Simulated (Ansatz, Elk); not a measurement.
# Bonding as seen by X-rays: NaHfAl3

Structure refinements treat a crystal as free atoms side by side. For a made-up structure of NaHfAl3 (cell and positions from a PBE relaxation) the runs below show what the calculated density changes in F(hkl).

Calculated with Elk 11.2.3 (patched build); DFT, PBE, all-electron APW+lo, Dirac cores, scalar-relativistic bands, static density, no spin.

This account leaves out most program logs.

The structure was built from a prototype and need not be the compound's stable phase.

## Step 1: Set-up

It takes space group I4mm (No. 107, tetragonal). The conventional cell has a = 3.953 Å, b = 3.953 Å, c = 15.208 Å, α = 90.00°, β = 90.00°, γ = 90.00°. Nearest to Hf lie 8 Al at 2.80 to 2.88 Å. Al has 6 Al at 2.79 to 2.82 Å and 2 Hf at 2.88 Å and 2 Na at 3.27 Å nearest. Nearest to Al lie 4 Hf at 2.80 Å and 4 Al at 2.82 Å and 1 Na at 2.98 Å. Nearest to Na lie 5 Al at 2.98 to 3.27 Å. Farther neighbours are not listed.

As a file:

```cif
data_structure
_symmetry_space_group_name_H-M 'I4mm'
_symmetry_Int_Tables_number 107
_cell_length_a 3.9527
_cell_length_b 3.9527
_cell_length_c 15.2078
_cell_angle_alpha 90.000
_cell_angle_beta 90.000
_cell_angle_gamma 90.000
_cell_volume 237.61
loop_
_atom_site_label
_atom_site_type_symbol
_atom_site_symmetry_multiplicity
_atom_site_Wyckoff_symbol
_atom_site_fract_x
_atom_site_fract_y
_atom_site_fract_z
_atom_site_occupancy
Hf1 Hf 2 a 0.50000 0.50000 0.40982 1
Al1 Al 4 b 0.00000 0.50000 0.27175 1
Al2 Al 2 a 0.00000 0.00000 0.40422 1
Na1 Na 2 a 0.50000 0.50000 0.10035 1
```

## Step 2: Ground state and structure factors

An all-electron density is needed, since X-rays see the cores too. Task 0 finds the density and task 195 Fourier-transforms it; tshift is off so that phases refer to the origin typed.

Input file elk.in:

```
tasks
  0
  195

xctype
  20

spinpol
  .false.

rgkmax
  7.0

gmaxvr
  14.0

lmaxo
  7

lmaxapw
  8

swidth
  0.002

tshift
  .false.

ramdisk
  .false.

hmaxvr
  5.5

maxscl
  120

epspot
  1e-06

sppath
  './'

avec
  -3.73478234823 3.73478234823 14.36929366943
  3.73478234823 -3.73478234823 14.36929366943
  3.73478234823 3.73478234823 -14.36929366943

atoms
  3
  'Hf.in'
  1
  0.9098207154 0.9098207154 -0.0000000000   0.000000 0.000000 0.000000
  'Al.in'
  3
  0.7717547158 0.2717547158 0.5000000000   0.000000 0.000000 0.000000
  0.2717547158 0.7717547158 0.5000000000   0.000000 0.000000 0.000000
  0.4042193823 0.4042193823 0.0000000000   0.000000 0.000000 0.000000
  'Na.in'
  1
  0.6003504708 0.6003504708 0.0000000000   0.000000 0.000000 0.000000

ngridk
  8 8 8
```

Started as:

```bash
$ OMP_NUM_THREADS=4 elk
```

The job ended after 2.6 min (4 threads of Arm Neoverse V1, shared host; peak memory 0.3 GiB; 9.3 min of CPU time).

SFACRHO.OUT:

```text

h k l indices transformed by vhmat matrix:
   1.000000000       0.000000000       0.000000000    
   0.000000000       1.000000000       0.000000000    
   0.000000000       0.000000000       1.000000000    

      h      k      l  multipl.   |H|            Re(F)            Im(F)           |F|

      0      0      0      1   0.0000000       122.00000     -0.54842462E-17   122.00000    
      1      1     -1      1  0.43726473       13.681880      -71.668916       72.963192    
     -1     -1      1      1  0.43726473       13.681880       71.668916       72.963192    
     -1      0      1      4  0.86912006       39.078751       34.754306       52.297329    
      1      0      0      4  0.86912006       39.078751      -34.754306       52.297329    
      2      2     -2      1  0.87452946      -39.590572      -41.131232       57.089330    
     -2     -2      2      1  0.87452946      -39.590572       41.131232       57.089330    
     -2     -1      2      4   1.0666633      -3.2601233       61.686782       61.772870    
      2      1     -2      4   1.0666633      -3.2601233      -61.686782       61.772870    
      1     -1      0      4   1.1895962       61.145015      0.41713308E-14   61.145015    
      0      2     -1      4   1.2674145       49.623532      -51.067672       71.206755    
     -1     -1      2      4   1.2674145       49.623532       51.067672       71.206755    
     -3     -3      3      1   1.3117942      -86.241318      -1.2820690       86.250847    
      3      3     -3      1   1.3117942      -86.241318       1.2820690       86.250847    
      3      2     -2      4   1.3793376      -40.238859      -17.050519       43.702242    
     -3     -2      2      4   1.3793376      -40.238859       17.050519       43.702242    
      2      2     -1      4   1.4764623      -65.913148      -55.834197       86.382872    
     -3     -1      2      4   1.4764623      -65.913148       55.834197       86.382872
```

Elk indexes on the primitive cell of elk.in and gives |H| = 4π sin θ/λ in inverse bohr. Below, one row stands for each form hkl of the conventional cell (m members, Friedel mates merged), F is for one primitive cell and the density is static (no thermal factor). Free-atom factors are Waasmaier and Kirfel's, and R is Σm||F|−|F'||/Σm|F|.

| hkl | m | sin θ/λ (Å⁻¹) | abs F, DFT | neutral atoms | diff. | abs of complex diff. |
| --- | --- | --- | --- | --- | --- | --- |
| 002 | 2 | 0.066 | 72.963 | 72.652 | +0.311 | 0.381 |
| 101 | 8 | 0.131 | 52.297 | 52.439 | -0.142 | 0.167 |
| 004 | 2 | 0.132 | 57.089 | 56.987 | +0.102 | 0.114 |
| 103 | 8 | 0.160 | 61.773 | 61.969 | -0.196 | 0.266 |
| 110 | 4 | 0.179 | 61.145 | 61.421 | -0.276 | 0.276 |
| 112 | 8 | 0.191 | 71.207 | 71.574 | -0.368 | 0.370 |
| 006 | 2 | 0.197 | 86.251 | 86.506 | -0.255 | 0.256 |
| 105 | 8 | 0.207 | 43.702 | 43.756 | -0.053 | 0.063 |
| 114 | 8 | 0.222 | 86.383 | 86.741 | -0.358 | 0.365 |
| 200 | 4 | 0.253 | 89.569 | 90.120 | -0.551 | 0.551 |
| 202 | 8 | 0.261 | 57.781 | 58.046 | -0.264 | 0.313 |
| 107 | 8 | 0.263 | 52.408 | 52.471 | -0.063 | 0.133 |
| 008 | 2 | 0.263 | 71.520 | 71.661 | -0.141 | 0.207 |
| 116 | 8 | 0.266 | 61.983 | 62.111 | -0.128 | 0.170 |

## Step 3: The highest occupied states alone

An energy window below the Fermi level keeps the highest occupied states, to see at which angles they scatter; shallow core shells can lie inside it and anion s states outside. No new self-consistency is needed.

Edit elk.in of step 2 so:

```diff
@@ -1,3 +1,2 @@
 tasks
-  0
   195
@@ -40,2 +39,5 @@
 
+wsfac
+  -0.279880 0.461120
+
 sppath
```

Started as:

```bash
$ OMP_NUM_THREADS=4 elk
```

Wall time 17 s (4 threads); peak memory 0.2 GiB; 21 s of CPU time.

States within 12 eV below the Fermi level hold 14.00 electrons; any levels below the window count with the cores. Their amplitudes can exceed the total, where window and core parts have opposite phase:

| hkl | sin θ/λ (Å⁻¹) | abs F, window | abs F, all |
| --- | --- | --- | --- |
| 002 | 0.066 | 6.115 | 72.963 |
| 101 | 0.131 | 0.112 | 52.297 |
| 004 | 0.132 | 0.543 | 57.089 |
| 103 | 0.160 | 0.131 | 61.773 |
| 110 | 0.179 | 0.118 | 61.145 |
| 112 | 0.191 | 0.482 | 71.207 |
| 006 | 0.197 | 0.557 | 86.251 |
| 105 | 0.207 | 0.120 | 43.702 |
| 114 | 0.222 | 0.118 | 86.383 |
| 200 | 0.253 | 0.395 | 89.569 |

## Step 4: Another functional

The difference from free atoms is small, so it is set against the change that LDA (Perdew-Wang) makes.

Edit elk.in of step 3 so:

```diff
@@ -1,2 +1,3 @@
 tasks
+  0
   195
@@ -4,3 +5,3 @@
 xctype
-  20
+  3
 
@@ -39,5 +40,2 @@
 
-wsfac
-  -0.279880 0.461120
-
 sppath
```

Started as:

```bash
$ OMP_NUM_THREADS=4 elk
```

Elapsed: 1.9 min, on 4 threads; peak memory 0.22 GiB.

Against the first run R = 0.03 %; the largest change is -0.066 at 220.

## Step 5: Basis size

A smaller basis shows how fast F responds to it; the change is likely larger than the basis error of the first run, but doesn't show convergence.

Edit elk.in of step 4 so:

```diff
@@ -5,3 +5,3 @@
 xctype
-  3
+  20
 
@@ -11,3 +11,3 @@
 rgkmax
-  7.0
+  5.5
```

Started as:

```bash
$ OMP_NUM_THREADS=4 elk
```

Elapsed: 1.7 min, on 4 threads; peak memory 0.3 GiB.

Against the first run R = 0.01 %; the largest change is +0.027 at 220.

## Step 6: Settings against the effect

| run | R against the first run (%) | R against neutral atoms, low angle (%) | wall time |
| --- | --- | --- | --- |
| PBE, rgkmax 7 | 0.00 | 0.28 | 2.6 min |
| LDA (Perdew-Wang) | 0.03 | 0.28 | 1.9 min |
| rgkmax 5.5 | 0.01 | 0.28 | 1.7 min |

## Step 7: Results

| Item | Value |
| --- | --- |
| R against neutral atoms, sin θ/λ < 0.3 Å⁻¹ | 0.28 % |
| R against neutral atoms, 0.3 to 0.73 Å⁻¹ | 0.21 % |

In words: Independent neutral atoms miss the calculated amplitudes by R = 0.28 % below 0.3 Å⁻¹ and 0.21 % from there to 0.73 Å⁻¹; by shells, 0.29 % below 0.15 Å⁻¹ (3 forms), 0.28 % 0.15 to 0.3 (14 forms), 0.14 % 0.3 to 0.45 (27 forms), 0.24 % above 0.45 (105 forms). Bonding, aspherical density and the tables' own atoms all enter these figures, and the runs don't part them. The largest change of an amplitude is -0.55 electrons, at 200. R counts amplitudes alone; phases shift too. The window's part falls from 14.0 electrons at the origin to at most 0.20 between 0.45 and 0.73 Å⁻¹. Below 0.3 Å⁻¹ the changes that finished (LDA (Perdew-Wang) and rgkmax 5.5) move F by R = 0.02 % at most, against the 0.28 % that separates it from free atoms. The k-mesh has no finished test. Spin-orbit coupling is left out, which can matter for elements this heavy. Part of the difference isn't bonding: the tables are fits to free atoms and ions calculated by other methods than this functional. Thermal motion, anomalous dispersion and extinction are left out.

[Logs are printed without paths, hosts, clocks, repeated set-up lines and the standing remarks that a program may print on its own settings, such as how far it seeks lower states.]

[Hosts, paths, dates, database ids (printed as entryN), source tags and the programs' standing remarks are cut or masked in the printed files.]
